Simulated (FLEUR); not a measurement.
# Anisotropy of free Ni(001) film, 5 layers with FLEUR

One state of free Ni(001) film, 5 layers is converged without symmetry. Force theorems then give its anisotropy.

Program: FLEUR MaX-R8.1. Level of theory: PBE; all-electron FLAPW film, Dirac cores, scalar-relativistic bands. Results are calculated unless marked as measured.

### 1. The starting structure

The cell holds 5 atoms: 5 Ni. Cell: a = 2.492 Å, b = 2.492 Å, c = 21.048 Å, α = 90.0°, β = 90.0°, γ = 90.0°. Layers at typed spacings, unrelaxed. Vacuum lies along c.

As a file:

```cif
data_structure
_symmetry_space_group_name_H-M 'P 1'
_symmetry_Int_Tables_number 1
_cell_length_a 2.4917
_cell_length_b 2.4917
_cell_length_c 21.0476
_cell_angle_alpha 90.000
_cell_angle_beta 90.000
_cell_angle_gamma 90.000
_cell_volume 130.68
loop_
_atom_site_label
_atom_site_type_symbol
_atom_site_fract_x
_atom_site_fract_y
_atom_site_fract_z
_atom_site_occupancy
Ni1 Ni 0.00000 0.00000 0.33258 1
Ni2 Ni 0.50000 0.50000 0.41629 1
Ni3 Ni 0.00000 0.00000 0.50000 1
Ni4 Ni 0.50000 0.50000 0.58371 1
Ni5 Ni 0.00000 0.00000 0.66742 1
```

### 2. Reference state

The force theorems are single passes in this state's potential, so it has to be converged first.

No symmetry is used, so that later steps may turn the spins freely; k and −k are joined. FLEUR takes the sheet as a true film: the images along c are dropped, heights are typed in bohr, and the vacuum on both sides is semi-infinite. inpgen writes inp.xml from crystal.txt; cutoffs, mixing, functional, smearing and local orbitals are then set in the file. The k list scf (kpts.xml, not shown) is a Γ-centred 12×12×1 mesh; where the ranks do not divide the number of points, some are split in two of half the weight.

inp.xml

```
<?xml version="1.0" encoding="UTF-8" standalone="no"?>
<fleurInput fleurInputVersion="0.39">
   <comment>
      Ni
   </comment>
   <calculationSetup>
      <cutoffs Kmax="3.66" Gmax="11.0" GmaxXC="11.0" numbands="0"/>
      <scfLoop itmax="150" minDistance="0.00002" maxIterBroyd="15" imix="Anderson" alpha="0.03" precondParam="0.0" spinf="2.0" sdNocoIR="T"/>
      <coreElectrons ctail="F" frcor="F" kcrel="0" coretail_lmax="0"/>
      <xcFunctional name="pbe" relativisticCorrections="F"/>
      <magnetism jspins="2" l_noco="F" l_ss="F">
         <qss>0.0 0.0 0.0</qss>
         <mtNocoParams l_mperp="F" l_mtNocoPot="F" l_relaxSQA="F" mag_mixing_scheme="0" mix_RelaxWeightOffD="1.0" l_constrained="F" mix_constr="1.0"/>
         <sourceFreeMag l_sourceFree="F" l_scaleMag="F" mag_scale="1.0"/>
      </magnetism>
      <soc l_soc="F" theta="0.0" phi="0.0" spav="F"/>
      <expertModes spex="0" secvar="F"/>
      <geometryOptimization l_f="F" forcealpha="1.0" forcemix="BFGS" epsdisp="0.00001" epsforce="0.00001"/>
      <ldaU l_linMix="F" mixParam="0.05" spinf="1.0"/>
   </calculationSetup>
   <cell>
      <bzIntegration valenceElectrons="90.0" mode="hist" fermiSmearingEnergy="0.00183747">
         <kPointListSelection listName="scf"/>
         <xi:include xmlns:xi="http://www.w3.org/2001/XInclude" href="kpts.xml"> </xi:include>
      </bzIntegration>
      <xi:include xmlns:xi="http://www.w3.org/2001/XInclude" href="sym.xml"> </xi:include>
      <filmLattice scale="1.0" dVac="18.6" dTilda="21.1">
         <bravaisMatrixFilm>
            <row-1>    4.7086305846658192     0.0000000000000000</row-1>
            <row-2>    0.0000000000000000     4.7086305846658192</row-2>
         </bravaisMatrixFilm>
         <vacuumEnergyParameters vacuum="1" spinUp="-.25" spinDown="-.25"/>
         <vacuumEnergyParameters vacuum="2" spinUp="-.25" spinDown="-.25"/>
      </filmLattice>
   </cell>
   <atomSpecies>
      <species name="Nickel (Ni1.000" element="Ni" atomicNumber="28">
         <mtSphere radius="2.24" gridPoints="741" logIncrement="0.016"/>
         <atomicCutoffs lmax="8" lnonsphr="6"/>
         <electronConfig flipSpins="F">
            <coreConfig>(1s1/2) (2s1/2) (2p1/2) (2p3/2)</coreConfig>
            <valenceConfig>(3s1/2) (3p1/2) (3p3/2) (4s1/2) (3d3/2) (3d5/2)</valenceConfig>
            <stateOccupation state="(3d3/2)" spinUp="1.6" spinDown="1.6"/>
            <stateOccupation state="(3d5/2)" spinUp="2.9" spinDown="1.9"/>
         </electronConfig>
         <energyParameters s="4" p="4" d="3" f="4"/>
         <lo type="SCLO" l="0" n="3" eDeriv="0"/>
         <lo type="SCLO" l="1" n="3" eDeriv="0"/>
      </species>
   </atomSpecies>
   <atomGroups>
      <atomGroup species="Nickel (Ni1.000">
         <filmPos label="                   1">.0000000000 .0000000000 -6.6590362680</filmPos>
         <force calculate="T" relaxXYZ="TTT"/>
         <nocoParams  alpha="0.0" beta="0.0"/>
      </atomGroup>
      <atomGroup species="Nickel (Ni1.000">
         <filmPos label="                   2">1.000/2.000 1.000/2.000 -3.3294982469</filmPos>
         <force calculate="T" relaxXYZ="TTT"/>
         <nocoParams  alpha="0.0" beta="0.0"/>
      </atomGroup>
      <atomGroup species="Nickel (Ni1.000">
         <filmPos label="                   3">.0000000000 .0000000000 .0000000000</filmPos>
         <force calculate="T" relaxXYZ="TTT"/>
         <nocoParams  alpha="0.0" beta="0.0"/>
      </atomGroup>
      <atomGroup species="Nickel (Ni1.000">
         <filmPos label="                   4">1.000/2.000 1.000/2.000 3.3294982469</filmPos>
         <force calculate="T" relaxXYZ="TTT"/>
         <nocoParams  alpha="0.0" beta="0.0"/>
      </atomGroup>
      <atomGroup species="Nickel (Ni1.000">
         <filmPos label="                   5">.0000000000 .0000000000 6.6590362680</filmPos>
         <force calculate="T" relaxXYZ="TTT"/>
         <nocoParams  alpha="0.0" beta="0.0"/>
      </atomGroup>
   </atomGroups>
   <output dos="F" band="F" slice="F">
      <bandDOS minEnergy="-.5*Htr" maxEnergy="0.5*Htr" sigma="0.015" storeEVData="T"/>
      <plotting iplot="0" polar="F">
         <plot TwoD="T" vec1="  1.0  0.0  0.0" vec2="  0.0  1.0  0.0" vec3="  0.0  0.0  1.0" zero="  0.0  0.0 -0.5" file="plot"/>
      </plotting>
      <moessbauerParams electricFieldGradient="F" isomerShift="F" coreHyperfine="F" valenceHyperfine="F"/>
   </output>
</fleurInput>
```

crystal.txt

```
Ni
&input film=T cartesian=F /
2.49170000000  0.00000000000  0.00000000000
0.00000000000  2.49170000000  0.00000000000
0.00000000000  0.00000000000  1.00000000000
1.8897261246
1.0 1.0 1.0

5
28 0.00000000000  0.00000000000  -6.65903626800 : 1.000
28 0.50000000000  0.50000000000  -3.32949824690 : 1.000
28 0.00000000000  0.00000000000  0.00000000000 : 1.000
28 0.50000000000  0.50000000000  3.32949824690 : 1.000
28 0.00000000000  0.00000000000  6.65903626800 : 1.000

&kpt div1=12 div2=12 div3=1 gamma=T /
```

Started as:

```console
> OMP_NUM_THREADS=1 inpgen -f crystal.txt -nosym -noco > inpgen.log  # inp.xml is then edited as shown
> OMP_NUM_THREADS=1 mpirun -n 4 fleur_MPI > fleur.log
```

Output:

```text
Welcome to FLEUR        (www.flapw.de)
      MaX-Release 8.1          (www.max-centre.eu)

 ========== k-point set info ==========
 Selected k-point list: scf
 k-point list type: mesh
 0 x 0 x 0
 Number of k points: 76

 ------------Calculation Setup---------------------------
 Number of MPI-tasks      :            4
 Number of PE/node        :            4
 Number of OMP-threads    :            1
 k-points in parallel     :            4
 pe's per k-point         :            1
 No of k-point loops      :           19
 Eigenvalue solver        :       lapack
 Number of basis functions:          444
 Approximate size of matrices (H+S) per k-point:         0.006 GB
 --------------------------------------------------------
 Iteration:     1   Distance:      34.24628421 me/bohr^3
 Iteration:     2   Distance:      37.55961040 me/bohr^3
 Iteration:     3   Distance:      19.94581087 me/bohr^3
 Iteration:     4   Distance:      17.70549974 me/bohr^3
 Iteration:     5   Distance:       7.41988435 me/bohr^3
 Iteration:     6   Distance:       7.48396994 me/bohr^3
 Iteration:     7   Distance:       7.71466538 me/bohr^3
 Iteration:     8   Distance:       6.67774044 me/bohr^3
 Iteration:     9   Distance:       4.71451399 me/bohr^3
 Iteration:    10   Distance:       3.35266390 me/bohr^3
[... 33 iterations left out ...]
 Iteration:    44   Distance:       0.00437589 me/bohr^3
 Iteration:    45   Distance:       0.00064325 me/bohr^3
 Iteration:    46   Distance:       0.00052357 me/bohr^3
 Iteration:    47   Distance:       0.00006143 me/bohr^3
 Iteration:    48   Distance:       0.00006152 me/bohr^3
 Iteration:    49   Distance:       0.00003677 me/bohr^3
 Iteration:    50   Distance:       0.00002994 me/bohr^3
 Iteration:    51   Distance:       0.00004024 me/bohr^3
 Iteration:    52   Distance:       0.00002143 me/bohr^3
 Iteration:    53   Distance:       0.00001617 me/bohr^3

 ********************************************************************
 Run finished successfully
 Stop message:
   all done
 ********************************************************************

--- out.xml (last complete iteration) ---
<iteration numberForCurrentRun="   53" overallNumber="   53">
         [... left out ...]
         <bandgap value="-0.0000000021" units="eV"/>
         <sumValenceSingleParticleEnergies value="-128.0311029095" units="Htr"/>
         <FermiEnergy value="-0.1804532988" units="Htr"/>
         <valenceDensity>
            <mtCharges spin="1">
               <mtCharge atomType="1" total="8.8092591" s="1.1953025" p="3.1166492" d="4.4875585" f="0.0073643"/>
               <mtCharge atomType="2" total="8.8364311" s="1.2018744" p="3.1742842" d="4.4451060" f="0.0115953"/>
               <mtCharge atomType="3" total="8.8405158" s="1.2041009" p="3.1752099" d="4.4460388" f="0.0116212"/>
               <mtCharge atomType="4" total="8.8364312" s="1.2018744" p="3.1742842" d="4.4451061" f="0.0115953"/>
               <mtCharge atomType="5" total="8.8092592" s="1.1953025" p="3.1166492" d="4.4875586" f="0.0073643"/>
            </mtCharges>
            <mtCharges spin="2">
               <mtCharge atomType="1" total="8.0355692" s="1.1952790" p="3.1294729" d="3.7008513" f="0.0076213"/>
               <mtCharge atomType="2" total="8.1418337" s="1.2064231" p="3.1923461" d="3.7270867" f="0.0124445"/>
               <mtCharge atomType="3" total="8.1448839" s="1.2082346" p="3.1941279" d="3.7268188" f="0.0122299"/>
               <mtCharge atomType="4" total="8.1418340" s="1.2064231" p="3.1923461" d="3.7270871" f="0.0124445"/>
               <mtCharge atomType="5" total="8.0355700" s="1.1952790" p="3.1294729" d="3.7008521" f="0.0076213"/>
            </mtCharges>
            <spinDependentCharge spin="1" total="46.7280193" interstitial="2.5043064" mtSpheres="44.1318963" vacuum1="0.0459082" vacuum2="0.0459083"/>
            <spinDependentCharge spin="2" total="43.2719810" interstitial="2.6714745" mtSpheres="40.4996907" vacuum1="0.0504079" vacuum2="0.0504079"/>
            <totalCharge value="90.0000002443"/>
         </valenceDensity>
         [... left out ...]
         <allElectronCharges>
            <spinDependentCharge spin="1" total="71.7280193" interstitial="2.5043064" mtSpheres="69.1318963" vacuum1="0.0459082" vacuum2="0.0459083"/>
            <spinDependentCharge spin="2" total="68.2719810" interstitial="2.6714745" mtSpheres="65.4996907" vacuum1="0.0504079" vacuum2="0.0504079"/>
            <totalCharge value="140.0000002461"/>
         </allElectronCharges>
         <magneticMomentsInMTSpheres units="muBohr">
            <globalMagMoment atomType="1" vec="0.00000   0.00000   0.77369"/>
            <localMagMoment atomType="1" vec="0.00000   0.00000   0.77369"/>
            <globalMagMoment atomType="2" vec="0.00000   0.00000   0.69460"/>
            <localMagMoment atomType="2" vec="0.00000   0.00000   0.69460"/>
            <globalMagMoment atomType="3" vec="0.00000   0.00000   0.69563"/>
            <localMagMoment atomType="3" vec="0.00000   0.00000   0.69563"/>
            <globalMagMoment atomType="4" vec="0.00000   0.00000   0.69460"/>
            <localMagMoment atomType="4" vec="0.00000   0.00000   0.69460"/>
            <globalMagMoment atomType="5" vec="0.00000   0.00000   0.77369"/>
            <localMagMoment atomType="5" vec="0.00000   0.00000   0.77369"/>
         </magneticMomentsInMTSpheres>
         <moessbauerParams unitsHFF="kG" unitsIS="e/bohr^3" unitsEFG="Htr/bohr^2">
         </moessbauerParams>
         <totalEnergy value="    -7604.0878871843" units="Htr">
            <sumOfEigenvalues value="    -4431.5257359933">
               <coreElectrons value="-4303.4946330838"/>
               <valenceElectrons value="-128.0311029095"/>
            </sumOfEigenvalues>
            <densityCoulombPotentialIntegral value="-11743.7326848535"/>
            <densityEffectivePotentialIntegral value="-12156.6920475335"/>
            <chargeDenXCDenIntegral value="-317.8943449491"/>
            <FockExchangeEnergyValence value="0.0000000000"/>
            <FockExchangeEnergyCore value="0.0000000000"/>
            <atomTypeDependentContributions atomType="1">
               <electronNucleiInteractionDifferentMTs value="1823.3461447820"/>
               <MadelungTerm value="-4.6467642774"/>
            </atomTypeDependentContributions>
            <atomTypeDependentContributions atomType="2">
               <electronNucleiInteractionDifferentMTs value="1824.1629220359"/>
               <MadelungTerm value="-3.6731436235"/>
            </atomTypeDependentContributions>
            <atomTypeDependentContributions atomType="3">
               <electronNucleiInteractionDifferentMTs value="1824.2169084716"/>
               <MadelungTerm value="-3.6186540728"/>
            </atomTypeDependentContributions>
            <atomTypeDependentContributions atomType="4">
               <electronNucleiInteractionDifferentMTs value="1824.1629219244"/>
               <MadelungTerm value="-3.6731435515"/>
            </atomTypeDependentContributions>
            <atomTypeDependentContributions atomType="5">
               <electronNucleiInteractionDifferentMTs value="1823.3461443175"/>
               <MadelungTerm value="-4.6467642919"/>
            </atomTypeDependentContributions>
            <tkbTimesEntropy value="0.0027532435"/>
            <freeEnergy value="-7604.0906404278"/>
            <extrapolationTo0K value="-7604.0892638060"/>
         </totalEnergy>
         <densityConvergence units="me/bohr^3">
            <chargeDensity spin="1" distance="0.0000054208"/>
            <chargeDensity spin="2" distance="0.0000139053"/>
            <overallChargeDensity distance="0.0000161727"/>
            <spinDensity distance="0.0000135621"/>
         </densityConvergence>
      </iteration>
```

Wall time 7.9 min (4 MPI ranks of Arm Neoverse V1, shared host); peak memory 1 GiB.

Spin moment in the muffin-tin sphere by atom:

```
atom  spin moment in the muffin-tin sphere (μB)
 Ni1                                      0.774
 Ni2                                      0.695
 Ni3                                      0.696
 Ni4                                      0.695
 Ni5                                      0.774
```

Numbers from this step:

```yaml
free_energy: -206917.8475 eV
magnetization: 3.456 μB
final_state: ferromagnetic
```

After 53 cycles the largest moment stands at 0.774 μB.

### 3. Anisotropy by the force theorem, rung 1

Anisotropy is a small difference, so it is taken from sums over occupied states at a frozen potential, where most errors cancel.

One pass with spin–orbit coupling for each direction, from the saved density. Inversion lets half of the mesh serve, which the program's warning doesn't know. The k list mae (kpts.xml, not shown) is a Γ-centred 20×20×1 mesh.

Changes to inp.xml since step 2:

```diff
@@ -6,4 +6,4 @@
    <calculationSetup>
-      <cutoffs Kmax="3.66" Gmax="11.0" GmaxXC="11.0" numbands="0"/>
-      <scfLoop itmax="150" minDistance="0.00002" maxIterBroyd="15" imix="Anderson" alpha="0.03" precondParam="0.0" spinf="2.0" sdNocoIR="T"/>
+      <cutoffs Kmax="3.66" Gmax="11.0" GmaxXC="11.0" numbands="170"/>
+      <scfLoop itmax="1" minDistance="0.00002" maxIterBroyd="15" imix="Anderson" alpha="0.03" precondParam="0.0" spinf="2.0" sdNocoIR="T"/>
       <coreElectrons ctail="F" frcor="F" kcrel="0" coretail_lmax="0"/>
@@ -15,3 +15,3 @@
       </magnetism>
-      <soc l_soc="F" theta="0.0" phi="0.0" spav="F"/>
+      <soc l_soc="T" theta="0.0" phi="0.0" spav="F"/>
       <expertModes spex="0" secvar="F"/>
@@ -22,3 +22,3 @@
       <bzIntegration valenceElectrons="90.0" mode="hist" fermiSmearingEnergy="0.00183747">
-         <kPointListSelection listName="scf"/>
+         <kPointListSelection listName="mae"/>
          <xi:include xmlns:xi="http://www.w3.org/2001/XInclude" href="kpts.xml"> </xi:include>
@@ -84,2 +84,5 @@
    </output>
+   <forceTheorem>
+      <MAE theta="0.0 1.5707963 1.5707963" phi="0.0 0.0 1.5707963"/>
+   </forceTheorem>
 </fleurInput>
```

Started as:

```console
> OMP_NUM_THREADS=1 mpirun -n 4 fleur_MPI -warn_only > fleur.log
```

Output:

```text
[banner, memory and clock lines left out]
Welcome to FLEUR        (www.flapw.de)
      MaX-Release 8.1          (www.max-centre.eu)
************FLEUR-Warning*****************
Error message: k-point set is not compatible to missing time-reversal symmetry in calculation.
Error occurred in subroutine: gen_bz
Error from PE:0/4
Other PEs with error messages:
     2-k-point set is not compatible to missing time-reversal symmetry in calculation.
*****************************************

 ========== k-point set info ==========
 Selected k-point list: mae
 k-point list type: mesh
 0 x 0 x 0
 Number of k points: 204

 [... set-up left out ...]
 ********************************************************************
 Run finished successfully
 Stop message:
   Forcetheorem MAE
 ********************************************************************

--- out.xml (force theorem) ---
<Forcetheorem_MAE Angles="3" units="Htr">
            <Angle theta="0.0000000" phi="0.0000000" ev-sum="-128.035678865"/>
            <Angle theta="1.5707963" phi="0.0000000" ev-sum="-128.035713348"/>
            <Angle theta="1.5707963" phi="1.5707963" ev-sum="-128.035713348"/>
         </Forcetheorem_MAE>
```

Elapsed: 2.2 min, on 4 MPI ranks; peak memory 1.4 GiB; 8.8 min of CPU time.

Anisotropy energies, by row:

```
axis  x  y  z  band energy less the first axis' (meV a cell)
   z  0  0  1                                              0
   x  1  0  0                                        -0.9383
   y  0  1  0                                        -0.9383
```

Shape anisotropy is not in these numbers.

### 4. Anisotropy by the force theorem, rung 2

A second rung shows how far the first can be trusted.

The k list mae (kpts.xml, not shown) is a Γ-centred 30×30×1 mesh.

inp.xml is that of step 3.

Output:

```text
[banner, memory and clock lines left out]
Welcome to FLEUR        (www.flapw.de)
      MaX-Release 8.1          (www.max-centre.eu)
************FLEUR-Warning*****************
Error message: k-point set is not compatible to missing time-reversal symmetry in calculation.
Error occurred in subroutine: gen_bz
Error from PE:0/4
Other PEs with error messages:
     1-k-point set is not compatible to missing time-reversal symmetry in calculation.
     2-k-point set is not compatible to missing time-reversal symmetry in calculation.
[...]
3-k-point set is not compatible to missing time-reversal symmetry in calculation.
*****************************************
 [... set-up left out ...]
 ********************************************************************
 Run finished successfully
 Stop message:
   Forcetheorem MAE
 ********************************************************************

--- out.xml (force theorem) ---
<Forcetheorem_MAE Angles="3" units="Htr">
            <Angle theta="0.0000000" phi="0.0000000" ev-sum="-128.035679832"/>
            <Angle theta="1.5707963" phi="0.0000000" ev-sum="-128.035712557"/>
            <Angle theta="1.5707963" phi="1.5707963" ev-sum="-128.035712557"/>
         </Forcetheorem_MAE>
```

Run time: 4.8 min. Hardware: 4 MPI ranks; peak memory 2.6 GiB; 19 min of CPU time.

Anisotropy energies, by row:

```
axis  x  y  z  band energy less the first axis' (meV a cell)
   z  0  0  1                                              0
   x  1  0  0                                        -0.8905
   y  0  1  0                                        -0.8905
```

(Continued in part 2 of 2.)

[Logs and program files are shortened in this print: banners, set-up blocks, solver, clock and traceback lines can be left out without a mark of their own.]

[Logs are printed without paths, hosts, clocks, repeated set-up lines and the standing remarks that a program may print on its own settings, such as how far it seeks lower states.]

[Hosts, paths, dates, database ids (printed as entryN), source tags and the programs' standing remarks are cut or masked in the printed files.]

[Where a cell is said to come from a database of computed structures, the database is the Materials Project.]
